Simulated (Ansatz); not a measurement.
# Quasi-harmonic thermodynamics of GaAs (F-43m), part 2 of 3

Aim: the lattice, expansion, heat capacity and bulk modulus of GaAs as it warms.

Experimental results on record:
- volume expansion coefficient 16.2 1e-6/K, heat capacity C_P per formula unit 46.8 J/mol/K and bulk modulus 74.8 GPa near room temperature (given in “High-Throughput Prediction of Finite-Temperature Properties using the Quasi-Harmonic Approximation”, 2016, arXiv:1603.06924)

Ansatz 0.2.0; DFT LDA, scalar-relativistic, plane waves, PAW.

So far. Step 4 (Relaxing to small residual forces and stress): The residual pressure is 0.0036 GPa, small enough for phonons. Step 5 (Relaxing at another setting): The residual pressure is 0.0025 GPa, small enough for phonons. The relaxed cell has a = 5.603 Å (conventional setting).

## (6) Phonons on strained cells

The study relaxes the crystal at several strains, solves the phonons on some of them and minimises the free energy at each temperature (static energy, vibrations, the electrons in a metal, and PV under a set pressure); the q-mesh sets how far the force constants reach.

Input file input.yaml:

```yaml
crystal:
  lattice:
    - [0.0, 2.8015748683, 2.8015748683]
    - [2.8015748683, 0.0, 2.8015748683]
    - [2.8015748683, 2.8015748683, 0.0]
  atoms:
    - { symbol: Ga, position: [0.0, 0.0, 0.0] }
    - { symbol: As, position: [0.25, 0.25, 0.25] }
kpoints:
  mp_grid: { grid: [12, 12, 12] }
hamiltonian:
  xc: lda
scf:
  occupations: { method: fixed }
output:
  eigenvalues: true
basis:
  ecutwfc: 550.0
phonons:
  method: dfpt
  qmesh: [4, 4, 4]
  temperatures: { t_max: 800.0, t_step: 50 }
  thermal_expansion: {}
```

Started as:

```console
> ansatz run input.yaml --threads 4 --pin off --max-ram 16384MiB --backend cpu --events-out ev --progress --plain --runs-dir out
```

Numbers of over 12 decimals in the logs are rounded to 6 here.

Output:

```text
Warning: phonons: the dynamical matrix that this run interpolates holds no multipole term above the dipole-dipole one, and a site of this crystal is no centre of inversion, so its interpolated transverse optical and acoustic branches and sound speeds can stay off near Gamma, and the density of states and the thermodynamics with them. What a run solves at a wave vector of phonons.qpoints, Gamma apart, where the deck admits one, is free of this, and under fd what a larger phonons.supercell samples
[...]
Crystal: 2 atoms, lattice volume = 43.978 Å³
Basis set: ecut = 550 eV, 1243 PW (Γ), exchange–correlation on 64×64×64 points (8 copies of the dense FFT grid, shifted against one another)
Bands: 18, of which v1, the nominal top of the filled ones, is band 14 counted from 1 (13 counted from 0)
Symmetry: 24 space group operations
[...]
k-points: 72 of 1728 (time reversal used)
[...]
SCF iter   1: F=—  HF=-8481.302576 eV  |F-HF|=—  |Δ(HF+E_count)|=         —  Δρ=5.12e-3  dr2=7.64e-3  ethr=1.77e-3  ⟨swp⟩=4.7  Hψ=5435  notcnv=0  defer=128
[...]
SCF iter   9: F=-8481.299235 eV  HF=-8481.299235 eV  |F-HF|=0.00e0  |Δ(HF+E_count)|=  1.09e-11  Δρ=2.67e-8  dr2=1.32e-13  ethr=1.00e-12  ⟨swp⟩=5.0  Hψ=5250  notcnv=0
SCF 1 converged in 9 iterations: F = -8481.299235 eV  dr2 = 1.32e-13
[...]
relax step   1: F+E_penalty+E_count = -8481.29923451 eV  Δ(F+E_penalty+E_count) = +0.000e0 eV  max|allowed force component| = 1.307e-16 eV/Å  Δτ_max = 0.0000 Å  (9 SCF iters, accepted)
SCF converged after 9 iterations
Free energy (F): -8481.299235 eV
[...]
Internal energy: -8481.299235 eV  (E = F + TS)
E sigma→0 (E₀):  -8481.299235 eV
Fermi energy:    8.239203 eV
[...]
--- Stress (GPa, compression-positive) ---
        0.002503       0.000000      -0.000000
       -0.000000       0.002503       0.000000
       -0.000000       0.000000       0.002503
  P = ⅓ Tr σ = 0.0025 GPa (0.025 kbar)
--- Band table (eV; the first three rows and the last of 72) ---
  k-point 0: bands = [... 10 lower, -4.7393, 8.2392, 8.2392, 8.2392, 8.7265, 11.9347, 11.9347, 11.9347]
  k-point 1: bands = [... 10 lower, -4.6543, 6.9861, 8.1199, 8.1199, 9.5854, 12.0885, 12.1098, 12.1098]
  k-point 2: bands = [... 10 lower, -4.4068, 5.4507, 7.8411, 7.8411, 9.8352, 12.4990, 12.4990, 12.8994]
  k-point 71: bands = [... 10 lower, -2.0650, 1.4380, 4.5563, 4.7470, 12.8926, 12.9012, 13.6278, 14.2080]
── thermal expansion: 3 new cells, 3 in all ──
thermal expansion: relaxation of cell 2
thermal expansion: relaxation of cell 3
── thermal expansion: 2 new cells, 5 in all ──
thermal expansion: relaxation of cell 4
thermal expansion: lower-state search of cell 4
thermal expansion: electrons of cell 4
thermal expansion: phonons of cell 4
thermal expansion: relaxation of cell 5
thermal expansion: electrons of cell 1
thermal expansion: electrons of cell 2
thermal expansion: electrons of cell 3
thermal expansion: electrons of cell 5
thermal expansion: phonons of cell 5
── thermal expansion: 5 new cells, 10 in all ──
thermal expansion: relaxation of cell 6
thermal expansion: relaxation of cell 7
thermal expansion: relaxation of cell 8
thermal expansion: relaxation of cell 9
thermal expansion: relaxation of cell 10
thermal expansion: electrons of cell 6
thermal expansion: electrons of cell 7
thermal expansion: electrons of cell 8
thermal expansion: electrons of cell 9
thermal expansion: electrons of cell 10
thermal expansion: phonons of cell 6
thermal expansion: phonons of cell 7
--- Relaxed structure (1 steps of the walk, 1 accepted, 0 SCFs on fresh bases) ---
  F+E_penalty+E_count = -8481.29923451 eV   max|allowed force component| = 1.307e-16 eV/Å
  atoms:
    - { symbol: Ga, position: [0.0, 0.0, 0.0] }
    - { symbol: As, position: [0.25, 0.25, 0.25] }
--- Thermal expansion: 10 cells in 3 rounds, 0 GPa ---
  no lower state was reached at cell 4
  without vibrations: a 3.96207, b 3.96207, c 3.96207 Å, V 43.9796 Å³, B 74.24 GPa
  at 0 K: a 3.96702, b 3.96702, c 3.96702 Å, V 44.1447 Å³, B 73.29 GPa
  zero-point expansion: a +0.125, b +0.125, c +0.125, V +0.375 %
      T/K        a/Å        b/Å        c/Å       V/Å³ | expansion of a, b, c, V (1e-6/K)   | that of V in the mean from 25 °C | C_P, C_V (J/mol K of the cell) | B_T, B_S (GPa)
     0.00    3.96702    3.96702    3.96702    44.1447 |    0.00    0.00    0.00    0.00 |   10.39 |     0.000     0.000 |    73.29    73.29
   100.00    3.96721    3.96721    3.96721    44.1511 |    2.43    2.43    2.43    7.28 |   14.90 |    29.349    29.338 |    72.97    72.99
   200.00    3.96886    3.96886    3.96886    44.2060 |    5.29    5.29    5.29   15.86 |   17.46 |    42.715    42.618 |    72.11    72.28
   298.15    3.97113    3.97113    3.97113    44.2819 |    6.23    6.23    6.23   18.68 |       - |    46.569    46.372 |    71.18    71.48
   350.00    3.97244    3.97244    3.97244    44.3257 |    6.50    6.50    6.50   19.49 |   19.11 |    47.547    47.297 |    70.67    71.05
   450.00    3.97509    3.97509    3.97509    44.4147 |    6.85    6.85    6.85   20.54 |   19.76 |    48.652    48.298 |    69.69    70.20
   550.00    3.97787    3.97787    3.97787    44.5078 |    7.10    7.10    7.10   21.30 |   20.26 |    49.279    48.819 |    68.71    69.35
   650.00    3.98074    3.98074    3.98074    44.6042 |    7.31    7.31    7.31   21.93 |   20.69 |    49.693    49.124 |    67.72    68.50
   750.00    3.98369    3.98369    3.98369    44.7034 |    7.50    7.50    7.50   22.50 |   21.07 |    50.001    49.319 |    66.73    67.65
   800.00    3.98519    3.98519    3.98519    44.7540 |    7.59    7.59    7.59   22.78 |   21.25 |    50.133    49.392 |    66.23    67.23
  the static fit leaves 0.000 meV an atom of the energies and, of the stresses, 0.000 GPa of each cell's largest along a strain (root mean squares over the cells), whose Pulay part it has at -0.006 GPa
  vibrations' free energy: its fit passes through its cells
  the electrons' free energy at temperature is in it; its fit leaves 0.0001 meV an atom at the most
  free energies summed between the sampled wave vectors
  estimated error of the fitted expansion in any direction: up to 0.043e-6/K, at 800 K, with few degrees of freedom (an estimate, not a bound: it was exceeded on models of known expansion)
  by sums over the sampled wave vectors an expansion of the volume parts by up to 0.84e-6/K
  by a static energy of one degree less an expansion of the volume parts by up to 0.01e-6/K
  band gaps on the cells' k-points are 0.222 to 0.714 eV
```

Run time: 36 min. Hardware: 4 threads of Arm Neoverse V2, shared host; peak memory 4.3 GiB.

Numbers from this step:

| Property | Result |
| --- | --- |
| pressure | 0.002503 GPa |
| volume expansion coefficient at 298 K | 18.68 1e-6/K |
| C_P at 298 K | 23.29 J/mol-atom/K |
| entropy at 298 K | 32.68 J/mol-atom/K |
| isothermal bulk modulus at 298 K | 71.18 GPa |
| Grüneisen parameter at 298 K | 0.7645 |
| volume at 298 K | 22.14 Å³/atom |
| principal linear expansion coefficients at 298 K | 6.226, 6.226, 6.226 1e-6/K |

Strained cells of the study; zero-point energy where phonons were solved; the pressures are stresses at a fixed cutoff and can carry an offset from the finite basis. Expansion cells, by row:

| cell | \|a\| (Å) | \|b\| (Å) | \|c\| (Å) | V (Å³/atom) | E - E_lowest (meV/atom) | pressure, compression positive (GPa) | gap (eV) | zero-point energy (meV/atom) |
| --- | --- | --- | --- | --- | --- | --- | --- | --- |
| 1 | 3.962 | 3.962 | 3.962 | 21.99 | 0 | -0.003 | 0.4873 | - |
| 2 | 3.994 | 3.994 | 3.994 | 22.52 | 2.843 | -1.682 | 0.3075 | - |
| 3 | 3.931 | 3.931 | 3.931 | 21.47 | 2.982 | 1.873 | 0.6702 | - |
| 4 | 3.962 | 3.962 | 3.962 | 22 | 0 | -0.024 | 0.4851 | 33.71 |
| 5 | 3.982 | 3.982 | 3.982 | 22.33 | 1.164 | -1.096 | 0.3722 | 33.14 |
| 6 | 3.973 | 3.973 | 3.973 | 22.17 | 0.328 | -0.592 | 0.4261 | 33.41 |
| 7 | 3.993 | 3.993 | 3.993 | 22.52 | 2.793 | -1.668 | 0.3091 | 32.82 |
| 8 | 3.923 | 3.923 | 3.923 | 21.35 | 4.605 | 2.354 | 0.7145 | - |
| 9 | 3.943 | 3.943 | 3.943 | 21.67 | 1.117 | 1.124 | 0.5992 | - |
| 10 | 4.009 | 4.009 | 4.009 | 22.78 | 6.175 | -2.423 | 0.2222 | - |

Quasi-harmonic; a, b, c are the run's own cell vectors. Expansion, by row:

| T (K) | a (Å) | b (Å) | c (Å) | alpha (deg) | beta (deg) | gamma (deg) | cell volume (Å³/cell) | alpha_a (1e-6/K) | alpha_b (1e-6/K) | alpha_c (1e-6/K) | alpha_V (1e-6/K) | C_P (J/mol-atom/K) | C_V (J/mol-atom/K) | S (J/mol-atom/K) | B_T (GPa) | B_S (GPa) | Grueneisen | extrapolation | fit error (1e-6/K) |
| --- | --- | --- | --- | --- | --- | --- | --- | --- | --- | --- | --- | --- | --- | --- | --- | --- | --- | --- | --- |
| 0 | 3.967 | 3.967 | 3.967 | 60 | 60 | 60 | 44.14 | 0 | 0 | 0 | 0 | 0 | 0 | 0 | 73.29 | 73.29 | - | 0 | 0 |
| 50 | 3.967 | 3.967 | 3.967 | 60 | 60 | 60 | 44.14 | -0.07 | -0.07 | -0.07 | -0.21 | 6.849 | 6.849 | 3.685 | 73.24 | 73.24 | -0.029 | 0 | 0 |
| 100 | 3.967 | 3.967 | 3.967 | 60 | 60 | 60 | 44.15 | 2.43 | 2.43 | 2.43 | 7.28 | 14.67 | 14.67 | 10.99 | 72.97 | 72.99 | 0.481 | 0 | 0 |
| 150 | 3.968 | 3.968 | 3.968 | 60 | 60 | 60 | 44.17 | 4.28 | 4.28 | 4.28 | 12.84 | 19.11 | 19.09 | 17.89 | 72.56 | 72.65 | 0.649 | 0 | 0.01 |
| 200 | 3.969 | 3.969 | 3.969 | 60 | 60 | 60 | 44.21 | 5.29 | 5.29 | 5.29 | 15.86 | 21.36 | 21.31 | 23.73 | 72.11 | 72.28 | 0.714 | 0 | 0.01 |
| 250 | 3.97 | 3.97 | 3.97 | 60 | 60 | 60 | 44.24 | 5.87 | 5.87 | 5.87 | 17.6 | 22.58 | 22.5 | 28.64 | 71.64 | 71.88 | 0.746 | 0 | 0.01 |
| 298.1 | 3.971 | 3.971 | 3.971 | 60 | 60 | 60 | 44.28 | 6.23 | 6.23 | 6.23 | 18.68 | 23.29 | 23.19 | 32.68 | 71.18 | 71.48 | 0.764 | 0 | 0.02 |
| 300 | 3.971 | 3.971 | 3.971 | 60 | 60 | 60 | 44.28 | 6.24 | 6.24 | 6.24 | 18.71 | 23.31 | 23.21 | 32.82 | 71.16 | 71.46 | 0.765 | 0 | 0.02 |
| 350 | 3.972 | 3.972 | 3.972 | 60 | 60 | 60 | 44.33 | 6.5 | 6.5 | 6.5 | 19.49 | 23.77 | 23.65 | 36.45 | 70.67 | 71.05 | 0.777 | 0 | 0.02 |
| 400 | 3.974 | 3.974 | 3.974 | 60 | 60 | 60 | 44.37 | 6.69 | 6.69 | 6.69 | 20.07 | 24.09 | 23.94 | 39.65 | 70.18 | 70.63 | 0.786 | 0 | 0.02 |
| 450 | 3.975 | 3.975 | 3.975 | 60 | 60 | 60 | 44.41 | 6.85 | 6.85 | 6.85 | 20.54 | 24.33 | 24.15 | 42.5 | 69.69 | 70.2 | 0.793 | 0 | 0.02 |
| 500 | 3.976 | 3.976 | 3.976 | 60 | 60 | 60 | 44.46 | 6.98 | 6.98 | 6.98 | 20.95 | 24.5 | 24.3 | 45.08 | 69.2 | 69.78 | 0.799 | 0 | 0.01 |
| 550 | 3.978 | 3.978 | 3.978 | 60 | 60 | 60 | 44.51 | 7.1 | 7.1 | 7.1 | 21.3 | 24.64 | 24.41 | 47.42 | 68.71 | 69.35 | 0.804 | 0 | 0.01 |
| 600 | 3.979 | 3.979 | 3.979 | 60 | 60 | 60 | 44.56 | 7.21 | 7.21 | 7.21 | 21.63 | 24.75 | 24.5 | 49.57 | 68.21 | 68.93 | 0.808 | 0 | 0.01 |
| 650 | 3.981 | 3.981 | 3.981 | 60 | 60 | 60 | 44.6 | 7.31 | 7.31 | 7.31 | 21.93 | 24.85 | 24.56 | 51.55 | 67.72 | 68.5 | 0.812 | 0 | 0.01 |
| 700 | 3.982 | 3.982 | 3.982 | 60 | 60 | 60 | 44.65 | 7.41 | 7.41 | 7.41 | 22.22 | 24.93 | 24.62 | 53.4 | 67.22 | 68.08 | 0.816 | 0 | 0.02 |
| 750 | 3.984 | 3.984 | 3.984 | 60 | 60 | 60 | 44.7 | 7.5 | 7.5 | 7.5 | 22.5 | 25 | 24.66 | 55.12 | 66.73 | 67.65 | 0.82 | 0 | 0.03 |
| 800 | 3.985 | 3.985 | 3.985 | 60 | 60 | 60 | 44.75 | 7.59 | 7.59 | 7.59 | 22.78 | 25.07 | 24.7 | 56.73 | 66.23 | 67.23 | 0.823 | 0 | 0.04 |

Expansion coefficient against temperature; values in 1e-6/K:

| temperature (K) | volume | principal 1 |
| --- | --- | --- |
| 0 | 0 | 0 |
| 50 | -0.21 | -0.07 |
| 100 | 7.28 | 2.43 |
| 150 | 12.8 | 4.28 |
| 200 | 15.9 | 5.29 |
| 250 | 17.6 | 5.87 |
| 298 | 18.7 | 6.23 |
| 300 | 18.7 | 6.24 |
| 350 | 19.5 | 6.5 |
| 400 | 20.1 | 6.69 |
| 450 | 20.5 | 6.85 |
| 500 | 20.9 | 6.98 |
| 550 | 21.3 | 7.1 |
| 600 | 21.6 | 7.21 |
| 650 | 21.9 | 7.31 |
| 700 | 22.2 | 7.41 |
| 750 | 22.5 | 7.5 |
| 800 | 22.8 | 7.59 |

At 298 K the volume expansion is 18.7 × 10⁻⁶/K and B_T is 71.2 GPa.

## (7) Phonons on strained cells, cutoff 487.2 eV, k-mesh 20×20×20

Thermal expansion follows from how the free energy of the vibrations (and of the electrons in a metal) changes with strain, so the program makes strained cells, their phonons and a fit in one run.

input.yaml, as its differences from that of step 6:

```diff
@@ -9,3 +9,3 @@
 kpoints:
-  mp_grid: { grid: [12, 12, 12] }
+  mp_grid: { grid: [20, 20, 20] }
 hamiltonian:
@@ -16,4 +16,2 @@
   eigenvalues: true
-basis:
-  ecutwfc: 550.0
 phonons:
```

Output:

```text
Warning: phonons: the dynamical matrix that this run interpolates holds no multipole term above the dipole-dipole one, and a site of this crystal is no centre of inversion, so its interpolated transverse optical and acoustic branches and sound speeds can stay off near Gamma, and the density of states and the thermodynamics with them. What a run solves at a wave vector of phonons.qpoints, Gamma apart, where the deck admits one, is free of this, and under fd what a larger phonons.supercell samples
The last accepted step is kept in <dir> (removed where the run ends without a failure and the disk answers)
Engine: ansatz 0.2.0, aarch64-unknown-linux-gnu
Pseudopotentials: kind: paw
Pseudopotential: Ga, paw, valence charge 13, recommended cutoff 420 eV (normal), Ga.paw.azcp
Pseudopotential: As, paw, valence charge 15, recommended cutoff 420 eV (normal), As.paw.azcp
Functional definition: SPW92
  exchange = slater_x
  correlation = pw_c
Crystal: 2 atoms, lattice volume = 43.978 Å³
Basis set: ecut = 487.2 eV, 1067 PW (Γ), exchange–correlation on 60×60×60 points (8 copies of the dense FFT grid, shifted against one another)
Bands: 18, of which v1, the nominal top of the filled ones, is band 14 counted from 1 (13 counted from 0)
Symmetry: 24 space group operations
Space group: F-43m (ITA 216), of the structure as read, at distance tolerance 3.5e-5 Å
k-points: 256 of 8000 (time reversal used)
Non-local potential: Ga, projectors of the file, l = 0: 2, l = 1: 2, l = 2: 3, l = 3: 1
Non-local potential: As, projectors of the file, l = 0: 2, l = 1: 2, l = 2: 3, l = 3: 1
PAW form: soft (Blöchl's): semilocal exchange-correlation on the pseudo side does not see the compensation charge
PAW frozen core: Ga, regenerated for the run's functional, and the local potential with it (the file was generated under x = pbe(κ = 0.804, μ = 0.219515), c = pbe(β = 0.066725))
PAW frozen core: As, regenerated for the run's functional, and the local potential with it (the file was generated under x = pbe(κ = 0.804, μ = 0.219515), c = pbe(β = 0.066725))
PAW one-centre angular grid: Ga, 590 points (default); XC on 64 Gauss nodes
PAW one-centre angular grid: As, 590 points (default); XC on 64 Gauss nodes
Initial density: superposition of atomic densities (neutral atoms: chi_scale 0, normalization atom), corrected by the library's trained network
Initial wavefunctions: pseudopotential atomic-orbital guess
Functional: x = slater, c = lda
SCF iter   1: F=—  HF=-8481.302650 eV  |F-HF|=—  |Δ(HF+E_count)|=         —  Δρ=5.18e-3  dr2=7.76e-3  ethr=1.77e-3  ⟨swp⟩=4.8  Hψ=19252  notcnv=0  defer=481
preconditioner: auto → none  [insulator: Δε(μ)=0.460 eV  Ē_g=15.597 eV  n_scr=14 (ndim 8)  ℏωp=23.8 eV  f_vac=0.079  ε∞_Penn≈3.3]
[...]
SCF iter   5: F=—  HF=-8481.299299 eV  |F-HF|=—  |Δ(HF+E_count)|=   7.55e-6  Δρ=1.93e-5  dr2=9.57e-8  ethr=5.06e-8  ⟨swp⟩=2.0  Hψ=6582  notcnv=0
SCF iter   6: F=—  HF=-8481.299300 eV  |F-HF|=—  |Δ(HF+E_count)|=   1.18e-6  Δρ=6.94e-6  dr2=1.29e-8  ethr=3.42e-10  ⟨swp⟩=2.0  Hψ=7874  notcnv=0
SCF iter   7: F=—  HF=-8481.299300 eV  |F-HF|=—  |Δ(HF+E_count)|=   5.03e-9  Δρ=1.61e-6  dr2=5.59e-10  ethr=4.61e-11  ⟨swp⟩=2.0  Hψ=8130  notcnv=0
SCF iter   8: F=-8481.299300 eV  HF=-8481.299300 eV  |F-HF|=2.18e-11  |Δ(HF+E_count)|=  2.55e-11  Δρ=2.01e-7  dr2=9.47e-12  ethr=1.00e-12  ⟨swp⟩=5.4  Hψ=27337  notcnv=0
SCF 1 converged in 8 iterations: F = -8481.299300 eV  dr2 = 9.47e-12
[...]
relax step   1: F+E_penalty+E_count = -8481.29930030 eV  Δ(F+E_penalty+E_count) = +0.000e0 eV  max|allowed force component| = 1.307e-16 eV/Å  Δτ_max = 0.0000 Å  (8 SCF iters, accepted)
SCF converged after 8 iterations
Free energy (F): -8481.299300 eV
Harris-Foulkes:  -8481.299300 eV  (|F-HF|=2.18e-11)
Internal energy: -8481.299300 eV  (E = F + TS)
E sigma→0 (E₀):  -8481.299300 eV
Fermi energy:    8.238961 eV
--- Per-component energies (eV) ---
  E_band       = -315.059958
  E_kinetic    = 220.883381
  E_local      = -3887.705763  (includes V_loc(G=0)·N_el)
  E_nonlocal   = -238.348446
  E_hartree    = 1958.292872
  E_xc         = -148.319648
  E_vxc        = -138.902474  (∫ρ·V_xc dr)
  E_paw        = -3666.830288  (= ΣΔE_a)
  E_vpaw       = -187.572111  (= ΣTr[D̂ρ^β])
  E_aug_tail   = -0.000063  (compensation charges beyond the density's cutoff)
  E_ewald      = -2723.075057
  E_core_change = 3.803710  (= ΣΔE_core)
  E_smearing   = -0.000000  (= −TS)
  E_closure    = -0.000000  (closes the sum)
  Σ components = -8481.299300   (vs F -8481.299300, Δ=0.00e0)
--- Forces (eV/Å), atoms counted from 1 ---
  atom   1  Ga     0.00000000     0.00000000    -0.00000000
  atom   2  As    -0.00000000     0.00000000     0.00000000
  max |Σ_I F_I| component: 2.20e-16 eV/Å
--- Stress (GPa, compression-positive) ---
        0.011023       0.000000      -0.000000
        0.000000       0.011023       0.000000
       -0.000000       0.000000       0.011023
  P = ⅓ Tr σ = 0.0110 GPa (0.110 kbar)
--- Band table (eV; the first three rows and the last of 256) ---
  k-point 0: bands = [... 10 lower, -4.7395, 8.2390, 8.2390, 8.2390, 8.7265, 11.9348, 11.9348, 11.9348]
  k-point 1: bands = [... 10 lower, -4.7088, 7.5824, 8.1940, 8.1940, 9.2490, 11.9754, 12.0009, 12.0009]
  k-point 2: bands = [... 10 lower, -4.6175, 6.6800, 8.0722, 8.0722, 9.7020, 12.1790, 12.1790, 12.1888]
  k-point 255: bands = [... 10 lower, -2.0653, 1.4380, 4.5561, 4.7469, 12.8926, 12.9012, 13.6279, 14.2081]
── thermal expansion: 3 new cells, 3 in all ──
thermal expansion: relaxation of cell 2
thermal expansion: relaxation of cell 3
── thermal expansion: 2 new cells, 5 in all ──
thermal expansion: relaxation of cell 4
thermal expansion: lower-state search of cell 4
thermal expansion: electrons of cell 4
thermal expansion: phonons of cell 4
thermal expansion, phonons of cell 4: phonons.qmesh, q = [0.0000, 0.2500, -0.5000]: its response loops start from zero, take more passes and end by a threshold: the memory limit or budget leaves too little room for the subspace of the ground state's own states beside the solves, or none could be made (phonons.method)
```

Run time: 47 min. Hardware: 4 threads; peak memory 11 GiB.

The run was cut off at its time limit.

The program's message: “Warning: rende”

(Continued in part 3 of 3.)

[Logs are printed without paths, hosts, clocks, repeated set-up lines and the standing remarks that a program may print on its own settings, such as how far it seeks lower states.]

[Hosts, paths, dates, database ids (printed as entryN), source tags and the programs' standing remarks are cut or masked in the printed files.]

[A step with changed settings may run another functional than the one named; its input shows which.]
